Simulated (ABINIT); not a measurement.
# HgTe (Pm-3m): from the cell to the phonon bands

How does HgTe (Pm-3m) vibrate, and is this structure a minimum?

Calculated with ABINIT 10.8.3; DFT LDA, scalar-relativistic, plane waves, PseudoDojo norm-conserving pseudopotentials.

The structure was built from a prototype and need not be the compound's stable phase.

## Step 1: Starting point

The structure is cubic, space group Pm-3m (No. 221). Conventional cell: a = 3.879 Å, b = 3.879 Å, c = 3.879 Å, α = 90.00°, β = 90.00°, γ = 90.00°. Hg has 8 Te at 3.36 Å nearest. Nearest to Te lie 8 Hg at 3.36 Å. Farther neighbours and most contacts between anions are not listed.

## Step 2: A first look

A first run with smearing and empty bands tells whether the crystal has a gap, which decides between fixed occupations and smearing later on.

Contents of probe.abi:

```
# ground state
tolvrs 1.0d-08
prtden 1
prtwf 1
prtpot 1

# basis, mesh and filling
ecut 34.0
ngkpt 6 6 6
nshiftk 1
shiftk 0.0 0.0 0.0
istwfk *1
occopt 7
tsmear 0.005
nband 26
nstep 100
diemac 9.0
prtebands 0
prtgsr 0
useylm 1

# cell and atoms
acell 7.330001973 7.330001973 7.330001973
rprim 
    1.0 0.0 0.0
    0.0 1.0 0.0
    0.0 0.0 1.0
ntypat 2
znucl 80 52
natom 2
typat 1 2
xred 
    0.0 0.0 0.0
    0.5 0.5 0.5
pp_dirpath "./pseudo"
pseudos "Hg.upf, Te.upf"
```

Command:

```sh
OMP_NUM_THREADS=1 mpirun -n 4 abinit probe.abi > probe.log
```

Numbers of over 12 decimals in the logs are rounded to 6 here.

probe.abo, the main output file:

```text
[banners, grids, parts of the stress and lines that vanish by symmetry left out]
- input  file    -> probe.abi
- output file    -> probe.abo
- root for input  files -> probei
[...]
Symmetries : space group Pm -3 m (#221); Bravais cP (primitive cubic)
[...]
mpw =        3771          nfft =       64000          nkpt =          20
[...]
== DATASET  1 ==================================================================
[...]
cutoff_energies: {ecut:  34.0, pawecutdg:  -1.0, }
[...]
ETOT  1  -271.24060177694    -2.712E+02 8.153E-02 3.709E+01
 ETOT  2  -271.32726824385    -8.667E-02 1.432E-02 1.225E+01
 ETOT  3  -271.32921179426    -1.944E-03 6.036E-03 2.329E-01
 ETOT  4  -271.32926561098    -5.382E-05 1.467E-03 2.355E-02
 ETOT  5  -271.32927392330    -8.312E-06 2.512E-03 4.573E-05
 ETOT  6  -271.32927393157    -8.272E-09 3.641E-04 7.192E-07
 ETOT  7  -271.32927393179    -2.126E-10 5.162E-04 1.856E-08
 ETOT  8  -271.32927393180    -1.478E-11 4.636E-04 1.018E-09
 At SCF step    8       vres2   =  1.02E-09 < tolvrs=  1.00E-08 =>converged.
[...]
sigma(1 1)=  2.37816039E-04  sigma(3 2)=  0.00000000E+00
  sigma(2 2)=  2.37816039E-04  sigma(3 1)=  0.00000000E+00
  sigma(3 3)=  2.37816039E-04  sigma(2 1)=  0.00000000E+00
[...]
convergence: {deltae: -1.478E-11, res2:  1.018E-09, residm:  4.636E-04, diffor: null, }
etotal    :  -2.71329274E+02
[...]
sigma(1 1)=  2.37816039E-04  sigma(3 2)=  0.00000000E+00
  sigma(2 2)=  2.37816039E-04  sigma(3 1)=  0.00000000E+00
  sigma(3 3)=  2.37816039E-04  sigma(2 1)=  0.00000000E+00
[...]
- sigma(1 1)=  6.99678943E+00  sigma(3 2)=  0.00000000E+00
- sigma(2 2)=  6.99678943E+00  sigma(3 1)=  0.00000000E+00
- sigma(3 3)=  6.99678943E+00  sigma(2 1)=  0.00000000E+00
[...]
fcart     -0.0000000000E+00 -0.0000000000E+00 -0.0000000000E+00
           strten      2.3781603904E-04  2.3781603904E-04  2.3781603904E-04
================================================================================

[key lines of the parts left out:]
pressure_GPa:  -6.9968E+00
```

Run time: 13 s. Hardware: 4 MPI ranks of Arm Neoverse V2, shared host.

Read from the output:

```
volume per atom   : 29.18 Å³
pressure          : -6.997 GPa
gap on the k-mesh : 0 eV
```

No gap opens on this mesh, so smearing is kept; the printed pressure holds the stress of the finite basis too.

## Step 3: Rough relaxation

The typed start is rough, so a first relaxation with smearing and loose thresholds takes it towards rest cheaply.

Contents of prerelax.abi:

```
# relaxation
ionmov 2
optcell 2
dilatmx 1.15
chkdilatmx 0
ntime 40
tolmxf 3.0d-04
tolvrs 1.0d-10
prtwf 0
prtden 0
chksymtnons 0

# basis, mesh and filling
ecut 34.0
ecutsm 3.0
ngkpt 4 4 4
nshiftk 1
shiftk 0.0 0.0 0.0
istwfk *1
occopt 7
tsmear 0.005
nband 26
nstep 100
diemac 1000000.0
prtebands 0
prtgsr 0
useylm 1

# cell and atoms
acell 7.330001973 7.330001973 7.330001973
rprim 
    1.0 0.0 0.0
    0.0 1.0 0.0
    0.0 0.0 1.0
ntypat 2
znucl 80 52
natom 2
typat 1 2
xred 
    0.0 0.0 0.0
    0.5 0.5 0.5
pp_dirpath "./pseudo"
pseudos "Hg.upf, Te.upf"
```

Command:

```sh
OMP_NUM_THREADS=1 mpirun -n 4 abinit prerelax.abi > prerelax.log
```

prerelax.abo, the main output file:

```text
[banners, grids, parts of the stress and lines that vanish by symmetry left out]
- input  file    -> prerelax.abi
- output file    -> prerelax.abo
- root for input  files -> prerelaxi
[...]
Symmetries : space group Pm -3 m (#221); Bravais cP (primitive cubic)
[...]
mpw =        5702          nfft =      110592          nkpt =          10
[...]
== DATASET  1 ==================================================================
[...]
cutoff_energies: {ecut:  34.0, pawecutdg:  -1.0, }
[...]
ETOT  1  -271.24385423584    -2.712E+02 5.823E-02 3.075E+01
 ETOT  2  -271.32704861571    -8.319E-02 3.090E-03 6.672E+00
 ETOT  3  -271.32771250941    -6.639E-04 3.221E-03 2.598E-01
 ETOT  4  -271.32774204762    -2.954E-05 4.536E-04 3.375E-02
 ETOT  5  -271.32774876390    -6.716E-06 7.511E-04 1.387E-04
[...]
At SCF step    9       vres2   =  2.42E-12 < tolvrs=  1.00E-10 =>converged.
[...]
ETOT  8  -271.33535096449    -1.262E-11 2.591E-05 8.205E-13
 At SCF step    8       vres2   =  8.20E-13 < tolvrs=  1.00E-10 =>converged.
[...]
sigma(1 1)= -1.22750969E-07  sigma(3 2)=  0.00000000E+00
  sigma(2 2)= -1.22750969E-07  sigma(3 1)=  0.00000000E+00
  sigma(3 3)= -1.22750969E-07  sigma(2 1)=  0.00000000E+00
[...]
convergence: {deltae: -1.262E-11, res2:  8.205E-13, residm:  2.591E-05, diffor: null, }
etotal    :  -2.71335351E+02
[...]
At Broyd/MD step   6, gradients are converged :
[...]
sigma(1 1)= -1.22750969E-07  sigma(3 2)=  0.00000000E+00
  sigma(2 2)= -1.22750969E-07  sigma(3 1)=  0.00000000E+00
  sigma(3 3)= -1.22750969E-07  sigma(2 1)=  0.00000000E+00
[...]
- sigma(1 1)= -3.61145820E-03  sigma(3 2)=  0.00000000E+00
- sigma(2 2)= -3.61145820E-03  sigma(3 1)=  0.00000000E+00
- sigma(3 3)= -3.61145820E-03  sigma(2 1)=  0.00000000E+00
[...]
fcart     -0.0000000000E+00 -0.0000000000E+00 -0.0000000000E+00
           strten     -1.2275096935E-07 -1.2275096937E-07 -1.2275096933E-07
================================================================================

[key lines of the parts left out:]
pressure_GPa:   3.6115E-03
Total energy (etotal) [Ha]= -2.71335350964494E+02
```

Elapsed: 60 s, on 4 MPI ranks.

Relaxation path:

```csv
step,energy less that of the first step (eV),largest force (eV/Å),volume (Å³)
1,0.0000,0.0000,58.36
2,-0.0453,0.0000,57.20
3,-0.1694,0.0000,46.94
4,-0.2041,0.0000,50.66
5,-0.2068,0.0000,49.91
6,-0.2069,0.0000,49.81
```

```csv
"conventional cell, symmetrised",before,after,change
a (Å),3.879,3.679,-5.1 %
b (Å),3.879,3.679,-5.1 %
c (Å),3.879,3.679,-5.1 %
volume (Å³/atom),29.18,24.91,-14.6 %
```

The relaxed structure:

```xyz
2
Lattice="3.6794 0.0000 0.0000 0.0000 3.6794 0.0000 0.0000 0.0000 3.6794" Properties=species:S:1:pos:R:3 pbc="T T T"
Hg    0.0000    0.0000    0.0000
Te    1.8397    1.8397    1.8397
```

This step gave:

| Item | Value |
| --- | --- |
| volume per atom | 24.91 Å³ |
| pressure | 0.003611 GPa |

The volume changes by -14.6 % in this run and stands -14.6 % from the first cell.

## Step 4: Rough relaxation

The cell changed much, so the rough relaxation is repeated on a basis made for the new cell.

Edit prerelax.abi of step 3 so:

```diff
@@ -29,3 +29,3 @@
 # cell and atoms
-acell 7.330001973 7.330001973 7.330001973
+acell 6.953140614 6.953140614 6.953140614
 rprim
```

prerelax.abo, the main output file:

```text
[banners, grids, parts of the stress and lines that vanish by symmetry left out]
- input  file    -> prerelax.abi
- output file    -> prerelax.abo
- root for input  files -> prerelaxi
[...]
Symmetries : space group Pm -3 m (#221); Bravais cP (primitive cubic)
[...]
mpw =        4945          nfft =       91125          nkpt =          10
[...]
== DATASET  1 ==================================================================
[...]
cutoff_energies: {ecut:  34.0, pawecutdg:  -1.0, }
[...]
ETOT  1  -271.24873625000    -2.712E+02 6.396E-02 3.915E+01
 ETOT  2  -271.33371367773    -8.498E-02 4.999E-03 1.314E+01
 ETOT  3  -271.33531927489    -1.606E-03 2.264E-03 1.736E-01
 ETOT  4  -271.33534831576    -2.904E-05 1.059E-03 1.172E-02
 ETOT  5  -271.33535098046    -2.665E-06 2.995E-04 1.150E-04
 ETOT  6  -271.33535098826    -7.802E-09 2.865E-04 6.473E-06
 ETOT  7  -271.33535098914    -8.742E-10 1.266E-04 1.176E-08
 ETOT  8  -271.33535098914    -5.173E-12 8.391E-05 1.017E-10
 ETOT  9  -271.33535098913     1.319E-11 7.759E-05 1.064E-12
 At SCF step    9       vres2   =  1.06E-12 < tolvrs=  1.00E-10 =>converged.
[...]
sigma(1 1)= -1.22797615E-07  sigma(3 2)=  0.00000000E+00
  sigma(2 2)= -1.22797615E-07  sigma(3 1)=  0.00000000E+00
  sigma(3 3)= -1.22797616E-07  sigma(2 1)=  0.00000000E+00
[...]
convergence: {deltae:  1.319E-11, res2:  1.064E-12, residm:  7.759E-05, diffor: null, }
etotal    :  -2.71335351E+02
[...]
At Broyd/MD step   1, gradients are converged :
[...]
sigma(1 1)= -1.22797615E-07  sigma(3 2)=  0.00000000E+00
  sigma(2 2)= -1.22797615E-07  sigma(3 1)=  0.00000000E+00
  sigma(3 3)= -1.22797616E-07  sigma(2 1)=  0.00000000E+00
[...]
- sigma(1 1)= -3.61283058E-03  sigma(3 2)=  0.00000000E+00
- sigma(2 2)= -3.61283058E-03  sigma(3 1)=  0.00000000E+00
- sigma(3 3)= -3.61283058E-03  sigma(2 1)=  0.00000000E+00
[...]
fcart     -0.0000000000E+00 -0.0000000000E+00 -0.0000000000E+00
           strten     -1.2279761550E-07 -1.2279761550E-07 -1.2279761551E-07
================================================================================

[key lines of the parts left out:]
pressure_GPa:   3.6128E-03
Total energy (etotal) [Ha]= -2.71335350989130E+02
```

Elapsed: 12 s, on 4 MPI ranks; 47 s of CPU time.

Little changed from the start: no atom moved by 0.005 Å and no cell edge by 0.1 %.

Numbers from this step:

| Property | Result |
| --- | --- |
| pressure | 0.003613 GPa |

The volume changes by +0.0 % in this run and stands -14.6 % from the first cell.

## Step 5: Relaxation

The harmonic expansion needs vanishing forces, and a free crystal bears no stress, so cell and atoms are brought to rest. Stress is more sensitive to the basis than forces are: the last 3 Ha under the cutoff are smoothed with ecutsm, and the cutoff is raised above that of the later runs.

Contents of relax.abi:

```
# relaxation
ionmov 2
optcell 2
dilatmx 1.08
ntime 40
tolmxf 1.0d-05
tolvrs 1.0d-14
prtwf 0
prtden 0
chksymtnons 0

# basis, mesh and filling
ecut 42.0
ecutsm 3.0
ngkpt 10 10 10
nshiftk 1
shiftk 0.0 0.0 0.0
istwfk *1
occopt 7
tsmear 0.01
nband 26
nstep 100
diemac 1000000.0
prtebands 0
prtgsr 0
useylm 1

# cell and atoms
acell 6.953140614 6.953140614 6.953140614
rprim 
    1.0 0.0 0.0
    0.0 1.0 0.0
    0.0 0.0 1.0
ntypat 2
znucl 80 52
natom 2
typat 1 2
xred 
    0.0 0.0 0.0
    0.5 0.5 0.5
pp_dirpath "./pseudo"
pseudos "Hg.upf, Te.upf"
```

Command:

```sh
OMP_NUM_THREADS=1 mpirun -n 4 abinit relax.abi > relax.log
```

relax.abo, the main output file:

```text
[banners, grids, parts of the stress and lines that vanish by symmetry left out]
- input  file    -> relax.abi
- output file    -> relax.abo
- root for input  files -> relaxi
[...]
Symmetries : space group Pm -3 m (#221); Bravais cP (primitive cubic)
[...]
mpw =        5546          nfft =       91125          nkpt =          56
[...]
== DATASET  1 ==================================================================
[...]
cutoff_energies: {ecut:  42.0, pawecutdg:  -1.0, }
[...]
ETOT  1  -271.24973229522    -2.712E+02 8.982E-02 5.345E+01
 ETOT  2  -271.33643895292    -8.671E-02 1.947E-02 1.170E+01
 ETOT  3  -271.33783786163    -1.399E-03 1.868E-02 3.248E-01
 ETOT  4  -271.33789288715    -5.503E-05 2.887E-03 1.083E-02
 ETOT  5  -271.33789537629    -2.489E-06 1.695E-03 8.539E-05
[...]
At SCF step   11       vres2   =  5.19E-17 < tolvrs=  1.00E-14 =>converged.
[...]
sigma(1 1)=  1.10016891E-06  sigma(3 2)=  0.00000000E+00
  sigma(2 2)=  1.10016891E-06  sigma(3 1)=  0.00000000E+00
  sigma(3 3)=  1.10016891E-06  sigma(2 1)=  0.00000000E+00
[...]
convergence: {deltae:  3.922E-12, res2:  5.189E-17, residm:  2.496E-04, diffor: null, }
etotal    :  -2.71337895E+02
[...]
ETOT  1  -271.33789484657    -2.713E+02 3.677E-04 4.245E-03
[...]
At SCF step    8       vres2   =  4.12E-15 < tolvrs=  1.00E-14 =>converged.
[...]
sigma(1 1)=  8.84536186E-07  sigma(3 2)=  0.00000000E+00
  sigma(2 2)=  8.84536186E-07  sigma(3 1)=  0.00000000E+00
  sigma(3 3)=  8.84536186E-07  sigma(2 1)=  0.00000000E+00
[...]
convergence: {deltae: -2.274E-13, res2:  4.124E-15, residm:  4.648E-05, diffor: null, }
etotal    :  -2.71337895E+02
[...]
ETOT  1  -271.33788591631    -2.713E+02 9.442E-05 7.127E-02
[...]
ETOT  8  -271.33789547862    -1.194E-12 1.240E-05 6.940E-14
 ETOT  9  -271.33789547862     4.206E-12 1.406E-05 8.975E-16
 At SCF step    9       vres2   =  8.97E-16 < tolvrs=  1.00E-14 =>converged.
[...]
sigma(1 1)= -9.65428237E-10  sigma(3 2)=  0.00000000E+00
  sigma(2 2)= -9.65428230E-10  sigma(3 1)=  0.00000000E+00
  sigma(3 3)= -9.65428223E-10  sigma(2 1)=  0.00000000E+00
[...]
convergence: {deltae:  4.206E-12, res2:  8.975E-16, residm:  1.406E-05, diffor: null, }
etotal    :  -2.71337895E+02
[...]
At Broyd/MD step   3, gradients are converged :
[...]
sigma(1 1)= -9.65428237E-10  sigma(3 2)=  0.00000000E+00
  sigma(2 2)= -9.65428230E-10  sigma(3 1)=  0.00000000E+00
  sigma(3 3)= -9.65428223E-10  sigma(2 1)=  0.00000000E+00
[...]
- sigma(1 1)= -2.84038794E-05  sigma(3 2)=  0.00000000E+00
- sigma(2 2)= -2.84038792E-05  sigma(3 1)=  0.00000000E+00
- sigma(3 3)= -2.84038790E-05  sigma(2 1)=  0.00000000E+00
[...]
fcart     -0.0000000000E+00 -0.0000000000E+00 -0.0000000000E+00
           strten     -9.6542823735E-10 -9.6542823042E-10 -9.6542822348E-10
================================================================================

[key lines of the parts left out:]
pressure_GPa:   2.8404E-05
Total energy (etotal) [Ha]= -2.71337895478618E+02
```

The job ended after 2.5 min (4 MPI ranks).

Little changed from the start: no atom moved by 0.005 Å and no cell edge by 0.1 %.

Read from the output:

```yaml
volume_per_atom: 24.89 Å³
pressure: 2.84e-5 GPa
```

The volume changes by -0.1 % in this run and stands -14.7 % from the first cell.

## Step 6: Self-consistent run for the response

First-order wavefunctions inherit every error of the ground state, hence the very tight tolvrs. Smearing stays on, as the first look found no gap above 0.3 eV.

Contents of gs.abi:

```
# ground state
tolvrs 1.0d-16
prtden 1
prtwf 1
prtpot 1

# basis, mesh and filling
ecut 34.0
ngkpt 10 10 10
nshiftk 1
shiftk 0.0 0.0 0.0
istwfk *1
occopt 7
tsmear 0.01
nband 26
nstep 100
diemac 1000000.0
prtebands 0
prtgsr 0
useylm 1

# cell and atoms
acell 6.951970226 6.951970226 6.951970226
rprim 
    1.0 0.0 0.0
    0.0 1.0 0.0
    0.0 0.0 1.0
ntypat 2
znucl 80 52
natom 2
typat 1 2
xred 
    0.0 0.0 0.0
    0.5 0.5 0.5
pp_dirpath "./pseudo"
pseudos "Hg.upf, Te.upf"
```

Command:

```sh
OMP_NUM_THREADS=1 mpirun -n 4 abinit gs.abi > gs.log
```

gs.abo, the main output file:

```text
[banners, grids, parts of the stress and lines that vanish by symmetry left out]
- input  file    -> gs.abi
- output file    -> gs.abo
- root for input  files -> gsi
[...]
Symmetries : space group Pm -3 m (#221); Bravais cP (primitive cubic)
[...]
mpw =        3202          nfft =       64000          nkpt =          56
[...]
== DATASET  1 ==================================================================
[...]
cutoff_energies: {ecut:  34.0, pawecutdg:  -1.0, }
[...]
ETOT  1  -271.24796157881    -2.712E+02 8.133E-02 3.964E+01
 ETOT  2  -271.33600742720    -8.805E-02 9.257E-03 9.554E+00
 ETOT  3  -271.33763045272    -1.623E-03 8.327E-03 2.050E-01
 ETOT  4  -271.33768366979    -5.322E-05 2.172E-03 3.923E-03
 ETOT  5  -271.33768498434    -1.315E-06 3.259E-03 5.992E-05
[...]
ETOT 10  -271.33768499095     1.012E-11 3.190E-04 7.177E-15
 ETOT 11  -271.33768499095    -6.992E-12 2.878E-04 3.595E-17
 At SCF step   11       vres2   =  3.60E-17 < tolvrs=  1.00E-16 =>converged.
[...]
sigma(1 1)=  1.35388964E-05  sigma(3 2)=  0.00000000E+00
  sigma(2 2)=  1.35388964E-05  sigma(3 1)=  0.00000000E+00
  sigma(3 3)=  1.35388964E-05  sigma(2 1)=  0.00000000E+00
[...]
convergence: {deltae: -6.992E-12, res2:  3.595E-17, residm:  2.878E-04, diffor: null, }
etotal    :  -2.71337685E+02
[...]
sigma(1 1)=  1.35388964E-05  sigma(3 2)=  0.00000000E+00
  sigma(2 2)=  1.35388964E-05  sigma(3 1)=  0.00000000E+00
  sigma(3 3)=  1.35388964E-05  sigma(2 1)=  0.00000000E+00
[...]
- sigma(1 1)=  3.98328084E-01  sigma(3 2)=  0.00000000E+00
- sigma(2 2)=  3.98328084E-01  sigma(3 1)=  0.00000000E+00
- sigma(3 3)=  3.98328084E-01  sigma(2 1)=  0.00000000E+00
[...]
fcart     -0.0000000000E+00 -0.0000000000E+00 -0.0000000000E+00
           strten      1.3538896376E-05  1.3538896376E-05  1.3538896376E-05
================================================================================

[key lines of the parts left out:]
pressure_GPa:  -3.9833E-01
```

Wall time 35 s (4 MPI ranks).

Numbers from this step:

```
pressure : -0.3983 GPa
```

The cell stands at -0.40 GPa: the relaxation ran with a smoothed and higher cutoff, and the difference is a stress of the finite basis.

(Continued in part 2 of 3.)

[Host names and launcher messages were left out of these logs when they were recorded.]

[Logs are printed without paths, hosts, clocks, repeated set-up lines and the standing remarks that a program may print on its own settings, such as how far it seeks lower states.]

[Hosts, paths, dates, database ids (printed as entryN), source tags and the programs' standing remarks are cut or masked in the printed files.]
